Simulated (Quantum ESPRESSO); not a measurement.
# TePb (Fm-3m): Raman and infrared activity

Which lines does TePb (Fm-3m) show in Raman and infrared spectra?

Method: DFT LDA, scalar-relativistic, plane waves, PseudoDojo norm-conserving pseudopotentials, in Quantum ESPRESSO 8.0 development, patched.

**What experiment says.**

For PbTe, rocksalt (melt-grown single-crystal fragment, about 42 um across, 125 K), “Correlated local dipoles in PbTe” (2017, arxiv:1709.02863) gives, by single-crystal x-ray diffraction: lattice constant a (cubic lattice constant a at 125 K) 6.4397 ± 0.0001 Å.

“Lattice Properties of PbX (X = S, Se, Te): Experimental Studies and ab initio Calculations Including Spin-Orbit Effects” (2008, arxiv:0808.3152) quotes from earlier work for PbTe, rock salt (bulk crystal, 5 K): infrared mode (TO at Gamma) 18 cm⁻¹ [soft, strongly anharmonic mode near a ferroelectric instability].

Most raw output is cut from this account.

### Step 1. The structure

Symmetry: Fm-3m, No. 225, cubic system. The conventional cell has a = 6.462 Å, b = 6.462 Å, c = 6.462 Å, α = 90.00°, β = 90.00°, γ = 90.00°. Nearest to Te lie 6 Pb at 3.23 Å. Nearest to Pb lie 6 Te at 3.23 Å. Farther neighbours and most contacts between anions are not listed.

### Step 2. A probe with smearing

Before anything dear is run, a loose run with smearing shows whether this is a metal and how far the cell is from rest.

File probe.in:

```
&CONTROL
  calculation = 'scf'
  prefix      = 'x'
  outdir      = './tmp'
  pseudo_dir  = './pseudo'
  tprnfor     = .true.
  tstress     = .true.
  verbosity   = 'high'
/
&SYSTEM
  ibrav       = 0
  nat         = 2
  ntyp        = 2
  ecutwfc     = 82.0
  occupations = 'smearing'
  smearing    = 'gaussian'
  degauss     = 0.01
/
&ELECTRONS
  conv_thr         = 1.0d-07
  mixing_beta      = 0.7
  electron_maxstep = 100
/
ATOMIC_SPECIES
 Te    127.6000  Te.upf
 Pb    207.2000  Pb.upf
CELL_PARAMETERS angstrom
    -3.231000000    0.000000000    3.231000000
     0.000000000    3.231000000    3.231000000
    -3.231000000    3.231000000    0.000000000
ATOMIC_POSITIONS crystal
 Te     0.500000000   0.500000000   0.500000000
 Pb     0.000000000   0.000000000   0.000000000
K_POINTS automatic
 6 6 6 0 0 0
```

On the command line:

```bash
$ OMP_NUM_THREADS=1 mpirun -n 4 pw.x -nk 4 -in probe.in > probe.out
```

Run time: 14 s. Hardware: 4 MPI ranks of AMD EPYC (Zen 3), shared host.

Numbers from this step:

```
volume per atom   : 33.73 Å³
pressure          : -1.707 GPa
gap on the k-mesh : 0.6554 eV
```

A gap of 0.66 eV opens on this mesh, so the crystal is taken as an insulator; the start stands at -1.7 GPa.

### Step 3. Relaxing the cell and atoms

The relaxation runs at a cutoff a fifth above that of the response, since stress converges more slowly with the basis than frequencies do. Forces and stress are brought to rest with tight thresholds.

File relax.in:

```
&CONTROL
  calculation   = 'vc-relax'
  prefix        = 'x'
  outdir        = './tmp'
  pseudo_dir    = './pseudo'
  tprnfor       = .true.
  tstress       = .true.
  forc_conv_thr = 2.0d-05
  etot_conv_thr = 1.0d-07
  nstep         = 40
/
&SYSTEM
  ibrav       = 0
  nat         = 2
  ntyp        = 2
  ecutwfc     = 98
  occupations = 'fixed'
  nbnd        = 17
/
&ELECTRONS
  conv_thr         = 1.0d-11
  mixing_beta      = 0.7
  electron_maxstep = 100
/
&IONS
/
&CELL
  press_conv_thr = 0.2
/
ATOMIC_SPECIES
 Te    127.6000  Te.upf
 Pb    207.2000  Pb.upf
CELL_PARAMETERS angstrom
    -3.231000000    0.000000000    3.231000000
     0.000000000    3.231000000    3.231000000
    -3.231000000    3.231000000    0.000000000
ATOMIC_POSITIONS crystal
 Te     0.500000000   0.500000000   0.500000000
 Pb     0.000000000   0.000000000   0.000000000
K_POINTS automatic
 8 8 8 0 0 0
```

On the command line:

```bash
$ OMP_NUM_THREADS=1 mpirun -n 4 pw.x -nk 4 -in relax.in > relax.out
```

The job ended after 4.6 min (4 MPI ranks; 18 min of CPU time).

Relaxation path:

| step | energy less that of the first step (eV) | largest force (eV/Å) | pressure (GPa) | volume (Å³) |
| --- | --- | --- | --- | --- |
| 1 | 0.0000 | 0.0000 | -1.71 | 67.46 |
| 2 | -0.0056 | 0.0000 | -1.35 | 66.87 |
| 3 | -0.0114 | 0.0000 | -0.77 | 66.00 |
| 4 | -0.0140 | 0.0000 | 0.04 | 64.88 |
| 5 | -0.0140 | 0.0000 | 0.00 | 64.94 |
| 6 | -0.0140 | 0.0000 | 0.00 | 64.94 |
| 7 | -0.0138 | 0.0000 | 0.00 | 64.94 |

| conventional cell, symmetrised | before | after | change |
| --- | --- | --- | --- |
| a (Å) | 6.462 | 6.380 | -1.3 % |
| b (Å) | 6.462 | 6.380 | -1.3 % |
| c (Å) | 6.462 | 6.380 | -1.3 % |
| volume (Å³/atom) | 33.73 | 32.47 | -3.7 % |

The relaxed structure:

```cif
data_structure
_symmetry_space_group_name_H-M 'P 1'
_symmetry_Int_Tables_number 1
_cell_length_a 4.5116
_cell_length_b 4.5116
_cell_length_c 4.5116
_cell_angle_alpha 60.000
_cell_angle_beta 60.000
_cell_angle_gamma 60.000
_cell_volume 64.94
loop_
_atom_site_label
_atom_site_type_symbol
_atom_site_fract_x
_atom_site_fract_y
_atom_site_fract_z
_atom_site_occupancy
Te1 Te 0.50000 0.50000 0.50000 1
Pb2 Pb 0.00000 0.00000 0.00000 1
```

The last row of the table of steps is pw.x's closing run on a basis chosen anew for the final cell, so its energy can jump.

This step gave:

| Property | Result |
| --- | --- |
| volume per atom | 32.47 Å³ |
| pressure | 0.002 GPa |
| gap on the k-mesh | 0.5756 eV |

The volume changes by -3.7 % from the cell with which this run began.

### Step 4. Ground state

Perturbation theory inherits every error of the wavefunctions, so the threshold is set near the limit of the arithmetic. With a gap, occupations are fixed, which also allows the response to an electric field.

File scf.in:

```
&CONTROL
  calculation = 'scf'
  prefix      = 'x'
  outdir      = './tmp'
  pseudo_dir  = './pseudo'
  tprnfor     = .true.
  tstress     = .true.
/
&SYSTEM
  ibrav       = 0
  nat         = 2
  ntyp        = 2
  ecutwfc     = 82.0
  occupations = 'fixed'
  nbnd        = 17
/
&ELECTRONS
  conv_thr         = 1.0d-12
  mixing_beta      = 0.7
  electron_maxstep = 100
/
ATOMIC_SPECIES
 Te    127.6000  Te.upf
 Pb    207.2000  Pb.upf
CELL_PARAMETERS angstrom
    -3.190191866    0.000000000    3.190191866
     0.000000000    3.190191866    3.190191866
    -3.190191866    3.190191866    0.000000000
ATOMIC_POSITIONS crystal
 Te     0.500000000   0.500000000   0.500000000
 Pb     0.000000000   0.000000000   0.000000000
K_POINTS automatic
 8 8 8 0 0 0
```

On the command line:

```bash
$ OMP_NUM_THREADS=1 mpirun -n 4 pw.x -nk 4 -in scf.in > scf.out
```

The job ended after 37 s (4 MPI ranks; 2.3 min of CPU time).

Read from the output:

* pressure: -0.003000 GPa
* gap on the k-mesh: 0.5755 eV

The cell stands at -0.0030 GPa, close enough for phonons.

### Step 5. Linear response at Γ

At q = 0 one unit cell holds all displacements; symmetry groups them into irreducible representations that are solved one by one. The response to a field gives ε∞ and the Born charges, which polar modes need. Third-order response adds the Raman tensors.

File ph.in:

```
phonons
&INPUTPH
  prefix = 'x'
  outdir = './tmp'
  fildyn = 'g.dyn'
  tr2_ph = 1.0d-18
  epsil  = .true.
  lraman = .true.
  elop   = .true.
/
0.000000000000 0.000000000000 0.000000000000
```

On the command line:

```bash
$ OMP_NUM_THREADS=1 mpirun -n 4 ph.x -nk 4 -in ph.in > ph.out
```

Wall time 42 min (4 MPI ranks).

Read from the output:

| Quantity | Value |
| --- | --- |
| miss of the charge sum rule | 0.05560 e |
| largest acoustic frequency at the zone centre before the sum rule | 1.07 cm⁻¹ |
| highest optical zone-centre mode (no LO-TO term) | 44.88 cm⁻¹ |
| lowest optical zone-centre mode | 44.88 cm⁻¹ |
| mean high-frequency dielectric constant | 34.58 |
| largest Born charge in size (third of the trace) | 5.901 e |

Born charge (rows field, columns displacement), before the sum rule (e), principal values of the symmetric part by kind of site:

| atom | atoms with these values | low | middle | high | mean |
| --- | --- | --- | --- | --- | --- |
| Te1 | 1 | -5.90 | -5.90 | -5.90 | -5.90 |
| Pb2 | 1 | 5.85 | 5.85 | 5.85 | 5.85 |

In full for Pb2:

```
5.85 0.00 0.00
0.00 5.85 0.00
0.00 0.00 5.85
```

High-frequency dielectric tensor:

```
34.58  0.00  0.00
 0.00 34.58  0.00
 0.00  0.00 34.58
```

The acoustic modes at Γ come out as far as 1.1 cm⁻¹ from zero, where they should vanish, a small numerical error; the Born charges miss their sum rule by 0.056 e, too much: mesh or cutoff is short for the field response.

### Step 6. Modes with the sum rule

A rigid shift of the crystal must cost nothing, but grids and finite bases break this; the acoustic sum rule is imposed before the matrix is diagonalised again. With Born charges the intensities follow, and the static dielectric tensor.

File dynmat.in:

```
&INPUT
  fildyn = 'g.dyn'
  asr    = 'simple'
  fileig = 'dynmat.eig'
  lperm  = .true.
/
```

On the command line:

```bash
$ dynmat.x -in dynmat.in > dynmat.out
```

The job ended after 0.88 s (1 thread).

Numbers from this step:

| Item | Value |
| --- | --- |
| highest optical zone-centre mode (no LO-TO term) | 44.84 cm⁻¹ |
| lowest optical zone-centre mode | 44.84 cm⁻¹ |
| mean static dielectric constant | 199.3 |

Unit eigenvectors of the mass-weighted matrix after the sum rule; no LO-TO term. The modes at Γ (shares of kinetic energy by element, %):

| mode | frequency (cm⁻¹) | symmetry | Te % | Pb % |
| --- | --- | --- | --- | --- |
| 1 | 0.0 | acoustic | 38 | 62 |
| 2 | 0.0 | acoustic | 38 | 62 |
| 3 | 0.0 | acoustic | 38 | 62 |
| 4 | 44.8 | T1u | 62 | 38 |
| 5 | 44.8 | T1u | 62 | 38 |
| 6 | 44.8 | T1u | 62 | 38 |

Displacements in mode 5 (44.8 cm⁻¹), the largest set to 1:
```
Te1  0.00  0.00  1.00
Pb2  0.00  0.00 -0.62
```

Degenerate modes summed, no LO-TO term. Infrared lines, with heights relative to the strongest:

| position (cm⁻¹) | lines merged | label | IR intensity, relative |
| --- | --- | --- | --- |
| 45 | 3 | T1u | 100 |

Static dielectric tensor (ions relaxed, fixed cell):

```
199.3   0.0   0.0
  0.0 199.3   0.0
  0.0   0.0 199.3
```

The rule moves no optical mode by more than 0.1 cm⁻¹.

### Step 7. Sum rules set otherwise: a sum rule for molecules or wires on a crystal

This rule also removes rotations, which suits molecules and not a crystal; it is tried to see the harm.

File dynmat.in:

```
&INPUT
  fildyn = 'g.dyn'
  asr    = 'zero-dim'
  fileig = 'dynmat.eig'
  lperm  = .true.
/
```

On the command line:

```bash
$ dynmat.x -in dynmat.in > dynmat.out
```

Elapsed: 0.85 s, on 1 thread.

The run ended normally, but on settings that are not sound.

The fault: a sum rule for molecules or wires on a crystal; 2 optical modes are projected out to zero frequency, as if they were rotations, and the static dielectric tensor is spoilt.

For a crystal the rule has to be 'simple' or 'crystal'.

Zone-centre frequencies as printed; negative means imaginary. Modes:

| mode | frequency (cm⁻¹) |
| --- | --- |
| 1 | 0 |
| 2 | 0 |
| 3 | 0 |
| 4 | 0 |
| 5 | 0 |
| 6 | 44.85 |

### Step 8. Modes along a direction of q (1 0 0)

A longitudinal polar mode sets up a macroscopic field that stiffens it; the term hangs on the direction from which q goes to zero.

File dynmat.in:

```
&INPUT
  fildyn = 'g.dyn'
  asr    = 'simple'
  fileig = 'dynmat.eig'
  q(1)   = 1.0
  q(2)   = 0.0
  q(3)   = 0.0
/
```

On the command line:

```bash
$ dynmat.x -in dynmat.in > dynmat.out
```

Wall time 0.9 s (1 thread).

Numbers from this step:

```
highest mode moved by the LO-TO term : 107.6 cm⁻¹
```

Zone-centre frequencies as printed; negative means imaginary. Modes:

| mode | frequency (cm⁻¹) |
| --- | --- |
| 1 | 0 |
| 2 | 0 |
| 3 | 0 |
| 4 | 44.84 |
| 5 | 44.84 |
| 6 | 107.6 |

The field moves one mode, from 45 to 108 cm⁻¹; the others stay.

### Step 9. Results

| Item | Value |
| --- | --- |
| space group after relaxation | Fm-3m |
| volume per atom | 32.5 Å³ |
| gap on the k-mesh | 0.575 eV |
| highest optical zone-centre mode (no LO-TO term) | 44.8 cm⁻¹ |
| highest mode moved by the LO-TO term (probably not converged in the k mesh) | 107.6 cm⁻¹ |
| mean high-frequency dielectric constant (probably not converged in the k mesh) | 34.6 |
| largest Born charge in size (third of the trace) (probably not converged in the k mesh) | 5.90 e |
| mean static dielectric constant (probably not converged in the k mesh) | 199.3 |
| imaginary optical modes at the zone centre (no q mesh in this session) | none |

**Reading.** No mode is Raman active in this structure; the strongest infrared line lies at 45 cm⁻¹. At the LDA level the optical modes of TePb (Fm-3m) at the zone centre (no LO-TO term) lie at 45 cm⁻¹. Along the directions run, the highest mode that the macroscopic field moves lies at 108 cm⁻¹. Lattice motion raises the mean dielectric constant from 34.58 to 199.3. The Born charges miss their sum rule by 0.056 e, a sign that the k mesh or the cutoff is short for the field response. ε∞, the Born charges and what follows from them are probably not converged in the k mesh. The Lyddane-Sachs-Teller relation holds: (ωLO/ωTO)² is 5.76 and ε₀/ε∞ is 5.76. These are harmonic frequencies at zero temperature: anharmonic shifts and linewidths and thermal expansion are left out. Spin-orbit coupling is left out, which can matter for the heavy elements here. The build is a development version in which the Raman tensors of release 7.5 are mended; dynmat.x leaves out the electro-optic term of LO lines.

Comparison with the measured values:

| quantity | measured | LDA PseudoDojo norm-conserving, Quantum ESPRESSO |
| --- | --- | --- |
| lattice constant a (Å) | 6.4397 | 6.380 (-0.9 %) |
| infrared mode, TO at Gamma (cm⁻¹) | 18 | 45 (+148.9 %) |

Measured values from arxiv:1709.02863 (2017) and arxiv:0808.3152 (2008).

**Verdict.** The lattice constant a is off by -0.9 %: fair agreement. The infrared mode is off by +148.9 %: a clear miss. The grades are ours: good and fair within 0.7 and 1.5 % for the lattice constant a and 3 and 7 % for the infrared mode. For lattice constants and infrared mode the calculation has a static lattice, without zero-point motion or thermal expansion (measured at up to 125 K). Limits of convergence are named above.

[Host names and launcher messages were left out of these logs when they were recorded.]

[Logs are printed without paths, hosts, clocks, repeated set-up lines and the standing remarks that a program may print on its own settings, such as how far it seeks lower states.]

[Hosts, paths, dates, database ids (printed as entryN), source tags and the programs' standing remarks are cut or masked in the printed files.]
